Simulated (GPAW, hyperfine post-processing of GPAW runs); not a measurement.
# Hyperfine shifts in Ba2MgMn2O6 from spin-polarised DFT

How far does Mn shift the 25Mg, 17O and 137Ba resonances of Ba2MgMn2O6 at 340 K?

Program: GPAW 26.7.0. Level of theory: DFT, revPBE+U, plane-wave PAW, GPAW setups, collinear spin, scalar-relativistic. Results are calculated unless marked as measured.

## Step 1: Starting point

The cell holds 11 atoms: 2 Ba, 2 Mn, 1 Mg and 6 O. Cell: a = 5.723 Å, b = 5.799 Å, c = 6.082 Å, α = 63.3°, β = 85.5°, γ = 72.5°.

As a file:

```xyz
11
Lattice="5.7229 0.0000 0.0000 1.7442 5.5308 0.0000 0.4788 2.7188 5.4196" Properties=species:S:1:pos:R:3 pbc="T T T"
Ba    3.6651    5.9432    3.3465
Ba    4.7103    2.6903    2.0527
Mn    1.6055    5.0029    0.4711
Mn    3.3457    2.8569    5.2916
Mg    6.7079    4.5555    4.6163
O     2.3265    3.3637    3.7111
O     4.8677    3.8729    4.5626
O     0.8263    1.0841    1.0333
O     6.9438    6.4979    4.6295
O     5.6712    5.3642    1.5018
O     3.3617    4.2121    0.3416
```

The cell is a computed entry of the Materials Project; it need not be the form that is stable at ambient conditions. The atoms stand as given; the largest force on them is 0.22 eV/Å.

## Step 2: All moments parallel

The hyperfine field is read from the state with all Mn moments parallel, which stands for the saturated paramagnet. A Hubbard U holds the open shell closer to the ion than the plain functional does, which changes how much spin reaches the ligands. GPAW's U acts on normalised projectors, so its value can't be carried over from other programs one to one.

scf.py reads:

```python
import json
from ase import Atoms
from ase.parallel import parprint
from gpaw import GPAW, PW, FermiDirac, MixerDif

atoms = Atoms(['Ba', 'Ba', 'Mn', 'Mn', 'Mg', 'O', 'O', 'O', 'O', 'O', 'O'],
              cell=[[5.722852, 0.0, 0.0], [1.744196, 5.530758, 0.0], [0.478813, 2.718758, 5.419632]],
              scaled_positions=[[0.353783, 0.771032, 0.617479], [0.699865, 0.300245, 0.378746], [0.010601, 0.861841, 0.086917], [0.491776, 0.036584, 0.97638], [0.977437, 0.404964, 0.851779], [0.266473, 0.271583, 0.68475], [0.692841, 0.286409, 0.841866], [0.097266, 0.102288, 0.190653], [0.911783, 0.754962, 0.854214], [0.713708, 0.833661, 0.277107], [0.359466, 0.730596, 0.063026]],
              magmoms=[0.0, 0.0, 4.0, 4.0, 0.0, 0.0, 0.0, 0.0, 0.0, 0.0, 0.0], pbc=True)
atoms.calc = GPAW(mode=PW(500), xc='revPBE', kpts={'size': (4, 4, 4), 'gamma': True}, spinpol=True, setups={'Mn': ':d,3'},
                  occupations=FermiDirac(0.02, fixmagmom=True), mixer=MixerDif(0.12, 6, 30),
                  convergence={'density': 1e-5}, maxiter=150, symmetry={'tolerance': 1e-4},
                  legacy_gpaw=True, txt='scf.txt')
parprint('energy', atoms.get_potential_energy())
parprint('moment', atoms.get_magnetic_moment())
parprint('moments', json.dumps(atoms.get_magnetic_moments().round(4).tolist()))
parprint('fermi', json.dumps(list(map(float, atoms.calc.get_fermi_levels()))))
levels = [[e - f for k in range(len(atoms.calc.get_ibz_k_points())) for e in atoms.calc.get_eigenvalues(k, s)] for s, f in enumerate(atoms.calc.get_fermi_levels())]
parprint('gap', min(min(e for e in x if e > 0) + f for x, f in zip(levels, atoms.calc.get_fermi_levels())) - max(max(e for e in x if e <= 0) + f for x, f in zip(levels, atoms.calc.get_fermi_levels())))
parprint('positions', json.dumps(atoms.get_scaled_positions(wrap=False).round(6).tolist()))
parprint('forces', json.dumps(atoms.get_forces().round(4).tolist()))
atoms.calc.write('gs.gpw')
```

A second script reads the saved density on one core and turns GPAW's hyperfine parameters into fields at the nuclei:

contact.py reads:

```python
import numpy as np
from ase import units
from gpaw import GPAW
from gpaw.hyperfine import G_FACTOR_E, alpha, hyperfine_parameters, paw_correction
from gpaw.utilities import unpack_density

calc = GPAW('gs.gpw', legacy_gpaw=True, txt=None)
tesla = units._e / units._hplanck / 7.6225932e6 / 2  # eV per unit g_N to the field at the nucleus
unit = np.pi * alpha**2 * G_FACTOR_E * units._me / units._mp * units.Ha
valence = hyperfine_parameters(calc, exclude_core=True)
print('atom     contact field (T): all, valence')
for a, s in enumerate(calc.get_atoms().symbols):
    args = unpack_density(calc.density.D_asp[a]), calc.wfs.setups[a], calc.hamiltonian.xc
    try:  # the response of the frozen core, atom by atom
        core = (paw_correction(*args, False) - paw_correction(*args, True)) * unit
    except AssertionError:
        core = np.full((3, 3), np.nan)
    print(f'{a + 1:3d} {s:2s} {np.trace(valence[a] + core) / 3 * tesla:11.5f} {np.trace(valence[a]) / 3 * tesla:11.5f}')
```

Command:

```
$ OMP_NUM_THREADS=1 mpirun -n 4 gpaw python scf.py > gpaw.log
$ python contact.py
```

Numbers of over 12 decimals in the logs are rounded to 6 here.

What it wrote:

```text
[a pick of lines from scf.txt and the scripts' output, long numbers rounded; set-up, eigenvalues, and the printed gap, site moments, positions and forces are left out]
Symmetries present (total): 1
64 k-points: 4 x 4 x 4 Monkhorst-Pack grid + [1/8,1/8,1/8]
36 k-points in the irreducible part of the Brillouin zone
  Cutoff energy: 500.000 eV
Occupation numbers: Fixed magnetic moment: 8.000
  width: 0.0200  # eV
XC parameters: revPBE with 2 nearest neighbor stencil
Number of bands in calculation: 67
Number of valence electrons: 96
iter:   1 00:39:25   -77.550201                   +8.0290
iter:   2 00:39:33   -73.479578   -0.35  -1.01    +8.0087
iter:   3 00:39:41   -71.330818   -0.42  -1.15    +8.0000
[... 14 further iterations ...]
iter:  18 00:41:40   -71.426014c  -8.43c -4.77    +8.0000
iter:  19 00:41:48   -71.426015c  -8.71c -4.88    +8.0000
iter:  20 00:41:56   -71.426015c  -8.63c -5.19c   +8.0000
Converged after 20 iterations.
Total magnetic moment: (0.000000, 0.000000, 8.000000)
Local magnetic moments:
Free energy:    -71.426015
Extrapolated:   -71.426015
Fermi levels: 6.24885, 7.10674
energy -71.426015
moment 8.000000
fermi [6.248850, 7.106737]
atom     contact field (T): all, valence
  1 Ba     3.62955     3.59271
  2 Ba     3.14446     3.11739
  3 Mn   -39.21942    47.59250
  4 Mn   -37.45077    49.67215
  5 Mg     0.63123     0.62441
  6 O      0.90294     0.87680
  7 O      1.92188     2.34737
  8 O      2.72554     2.91840
  9 O      2.15806     2.41871
 10 O      2.06477     1.82848
 11 O      1.81926     1.18047
```

The job ended after 2.9 min (4 MPI ranks of Arm Neoverse V1, shared host; 12 min of CPU time).

The cell holds 8.00 μB on 2 Mn, so S = 2.00. The total moment is held at that value. The contact field is B = (2μ₀/3) μB ρ_s, 7.769 T for 1 e/Å³, and A_iso = γB/(2πS) sums over all ions. The valence part leaves out the polarisation of the frozen cores, which GPAW adds afterwards by solving for the core states in the spin-dependent potential:

```csv
site,atom,atoms in cell,links to Mn,field (T),valence part (T),A_iso (MHz)
Mg,5,1,4 Mn through links of 77 to 153° (5),0.631,0.624,-0.823
O(1),6,1,bonded to 1 Mn at 1.95 Å,0.903,0.877,-2.61
O(2),7,1,bonded to 2 Mn at 1.97 to 2.45 Å,1.92,2.35,-5.55
O(3),8,1,bonded to 2 Mn at 1.96 to 2.53 Å,2.73,2.92,-7.87
O(4),9,1,bonded to 2 Mn at 1.96 to 2.73 Å,2.16,2.42,-6.23
O(5),10,1,bonded to 2 Mn at 1.97 to 1.98 Å,2.06,1.83,-5.96
O(6),11,1,bonded to 2 Mn at 1.93 to 1.98 Å,1.82,1.18,-5.25
Ba(1),1,1,8 Mn through links of 77 to 173° (13),3.63,3.59,8.64
Ba(2),2,1,"7 Mn through links of 78 to 84° (2), 89 to 97° (5), 98 to 106° (6) and 131° (1)",3.14,3.12,7.49
```

## Step 3: Spin flips

Above the ordering point the moments are not free: their couplings set the Weiss constant, which scales every shift. Reversing one ion measures these couplings, and shows at once how much of each shift that ion sends.

Changes to scf.py since step 2:

```diff
@@ -8,3 +8,3 @@
               scaled_positions=[[0.353783, 0.771032, 0.617479], [0.699865, 0.300245, 0.378746], [0.010601, 0.861841, 0.086917], [0.491776, 0.036584, 0.97638], [0.977437, 0.404964, 0.851779], [0.266473, 0.271583, 0.68475], [0.692841, 0.286409, 0.841866], [0.097266, 0.102288, 0.190653], [0.911783, 0.754962, 0.854214], [0.713708, 0.833661, 0.277107], [0.359466, 0.730596, 0.063026]],
-              magmoms=[0.0, 0.0, 4.0, 4.0, 0.0, 0.0, 0.0, 0.0, 0.0, 0.0, 0.0], pbc=True)
+              magmoms=[0.0, 0.0, -4.0, 4.0, 0.0, 0.0, 0.0, 0.0, 0.0, 0.0, 0.0], pbc=True)
 atoms.calc = GPAW(mode=PW(500), xc='revPBE', kpts={'size': (4, 4, 4), 'gamma': True}, spinpol=True, setups={'Mn': ':d,3'},
```

What it wrote:

```text
[a pick of lines from scf.txt and the scripts' output, long numbers rounded; set-up, eigenvalues, and the printed gap, site moments, positions and forces are left out]
Symmetries present (total): 1
64 k-points: 4 x 4 x 4 Monkhorst-Pack grid + [1/8,1/8,1/8]
36 k-points in the irreducible part of the Brillouin zone
  Cutoff energy: 500.000 eV
Occupation numbers: Fixed magnetic moment: 0.000
  width: 0.0200  # eV
XC parameters: revPBE with 2 nearest neighbor stencil
Number of bands in calculation: 62
Number of valence electrons: 96
iter:   1 00:42:20   -77.453514                   +0.0000
iter:   2 00:42:28   -73.402570   -0.31  -1.00    +0.0000
iter:   3 00:42:35   -71.287602   -0.30  -1.15    -0.0000
[... 16 further iterations ...]
iter:  20 00:44:38   -71.437339c  -8.38c -4.83    +0.0000
iter:  21 00:44:46   -71.437339c  -8.83c -5.00    -0.0000
iter:  22 00:44:53   -71.437339c  -8.83c -5.22c   -0.0000
Converged after 22 iterations.
Total magnetic moment: (0.000000, 0.000000, -0.000000)
Local magnetic moments:
Free energy:    -71.437339
Extrapolated:   -71.437339
Fermi levels: 5.90529, 5.97142
energy -71.437339
moment -3.9118014383277e-16
fermi [5.905287, 5.971417]
atom     contact field (T): all, valence
  1 Ba    -1.12469    -1.11273
  2 Ba     0.85968     0.84858
  3 Mn    42.22339   -44.13485
[...]
10 O     -0.92438    -1.12433
 11 O      0.19311     0.31010
```

Wall time 2.9 min (4 MPI ranks); 12 min of CPU time.

The parallel state has -71.4260 eV at zero smearing. Each flip reverses one ion with all its periodic images. It gives an energy and, by half the change of the contact field, the share of that set of ions in each shift at 340 K (ppm; atoms of one site can get unlike shares):

| atom reversed | energy (eV) | change (meV) | Mg | O(1) | O(2) | O(3) | O(4) | O(5) | O(6) |
| --- | --- | --- | --- | --- | --- | --- | --- | --- | --- |
| Mn3 | -71.4373 | -11.3 | 1580 | 1570 | 7850 | 2030 | 2530 | 5910 | 3210 |
| Mn4 | -71.4373 | -11.3 | 912 | 1990 | -252 | 8740 | 6000 | 2250 | 3980 |

In mean-field theory Θ = ΔE (S + 1) / (6 S k_B), as a plain mean over the flips, not weighted by how often each ion occurs: Θ = -33 K. Couplings between an ion and its own images are missing, but in this cell they lie beyond the nearest magnetic neighbours. Θ = 0 is used for the shifts.

## Step 4: Cost against result

Spin transfer to the ligands hangs on how far the functional delocalises the open shell, so other levels show how much the fields depend on it.

Contact fields (T) with all moments parallel; times on 4 MPI ranks of Arm Neoverse V1, shared host. The cutoff is 500 eV where none is named; the moment is held in each run.

```
                    level  moment (μB)     time     Mg   O(1)  O(2)  O(3)  O(4)  O(5)
        revPBE +U Mn 3 eV         8.00  2.9 min  0.631  0.903  1.92  2.73  2.16  2.06
                   revPBE         8.00  2.8 min   1.00   1.19  2.48  3.34  2.82  2.36
      revPBE +U Mn 1.8 eV         8.00    3 min  0.767  0.993  2.13  2.94  2.40  2.18
      revPBE +U Mn 4.2 eV         8.00  2.9 min  0.509  0.830  1.72  2.53  1.93  1.94
           LDA +U Mn 3 eV         8.00  2.7 min  0.802  0.496  1.42  2.26  1.71  1.44
revPBE +U Mn 3 eV, 650 eV         8.00  4.9 min  0.622  0.893  1.89  2.71  2.13  2.05
```

## Step 5: Shifts at temperature

The shift is δ = B · g μB (S + 1) / (3 k_B (T − Θ)) with g = 2; at 340 K and Θ = 0 K one tesla gives 3951 ppm. The anisotropy is a sum over point dipoles on the Mn ions, scaled alike; on atoms bound to Mn, spin in their own p shell adds an anisotropy that this leaves out.

```csv
site,nucleus,δ_iso (ppm),with the calculated Θ,reduced anisotropy (ppm),asymmetry
Mg,25Mg,2490,2270,1310,0.72
O(1),17O,3570,3250,4050,0.26
O(2),17O,7590,6920,3020,0.92
O(3),17O,10800,9820,3170,0.81
O(4),17O,8530,7780,3440,0.53
O(5),17O,8160,7440,-3830,0.20
O(6),17O,7190,6550,-4160,0.84
Ba(1),137Ba,14300,13100,996,0.38
Ba(2),137Ba,12400,11300,-520,0.61
```

The reduced anisotropy is δ_zz − δ_iso, with zz the principal value farthest from δ_iso. The Weiss constant adds its own doubt: exchange couplings from semilocal functionals with a U can miss even their sign, and a Θ lower by 100 K would lower every shift by 23 %.

25Mg MAS at 9.4 T (24.5 MHz), 30 kHz, 340 K; contact and dipolar shift alone, no orbital or quadrupolar part; lines under 1.5 % of the strongest are left out. Lines of the NMR spectrum (strongest = 100):

```csv
position (ppm),label,intensity
1270.6,Mg -1,10
2494.2,Mg centre,100
3717.7,Mg +1,9.0
4941.3,Mg +2,1.8
```

137Ba MAS at 9.4 T (44.8 MHz), 30 kHz, 340 K; contact and dipolar shift alone, no orbital or quadrupolar part; lines under 1.5 % of the strongest are left out. NMR lines, with heights relative to the strongest:

```csv
position (ppm),label,intensity
11754.5,Ba(2) -1,4.4
12424.5,Ba(2) centre,100
13094.5,Ba(2) +1,4.9
13671.3,Ba(1) -1,16
14341.3,Ba(1) centre,78
15011.3,Ba(1) +1,11
15681.3,Ba(1) +2,3.5
```

## Step 6: Summary of results

```json
{
 "spin of Mn": "2.00",
 "Weiss constant, mean field (rough, not used)": "-33 K",
 "25Mg contact shift at 340 K, Θ = 0 K": "2490 ppm",
 "17O contact shift at 340 K, Θ = 0 K": "3570, 7590, 10800, 8530, 8160, 7190 ppm",
 "137Ba contact shift at 340 K, Θ = 0 K": "14300, 12400 ppm"
}
```

In words: At 340 K the Mn moments shift 25Mg on Mg by 2490 ppm, 17O on O(1) by 3570 ppm, 17O on O(2) by 7590 ppm, 17O on O(3) by 10800 ppm, 17O on O(4) by 8530 ppm and 17O on O(5) by 8160 ppm, scaled with a pure Curie law. No measured Weiss constant is at hand, and the one from single flips is too rough to scale with, so the shifts are given for a pure Curie law; each 30 K of Θ would move them by about 9 %. The calculated Θ of -33 K would multiply them by 0.91. Over the levels shown, the field at Mg runs from 0.509 T (revPBE +U Mn 4.2 eV) to 1.00 T (revPBE). All this holds only well above the ordering temperature and the strongest exchange, neither of which is computed. The orbital (chemical) shift and the pseudocontact shift from g anisotropy are not included. GPAW's core response is not screened by the valence electrons and can be too large by up to a factor of two, so sites where total and valence fields differ much are unsure by that part. For anions bound to the magnetic ion the point-dipole anisotropy lacks the spin in their own p orbitals, and their lines are broad and relax fast. On O(6) total and valence fields differ by over a quarter of the total (by up to 0.35 times the total); that core part hangs on the functional and on the program's treatment of the cores, and where it exceeds the total neither size nor sign of the shift is settled. The dipole sum is for a spherical crystallite; bulk susceptibility, which broadens real lines, and quadrupolar couplings are left out.

[Logs are printed without paths, hosts, clocks, repeated set-up lines and the standing remarks that a program may print on its own settings, such as how far it seeks lower states.]

[Hosts, paths, dates, database ids (printed as entryN), source tags and the programs' standing remarks are cut or masked in the printed files.]
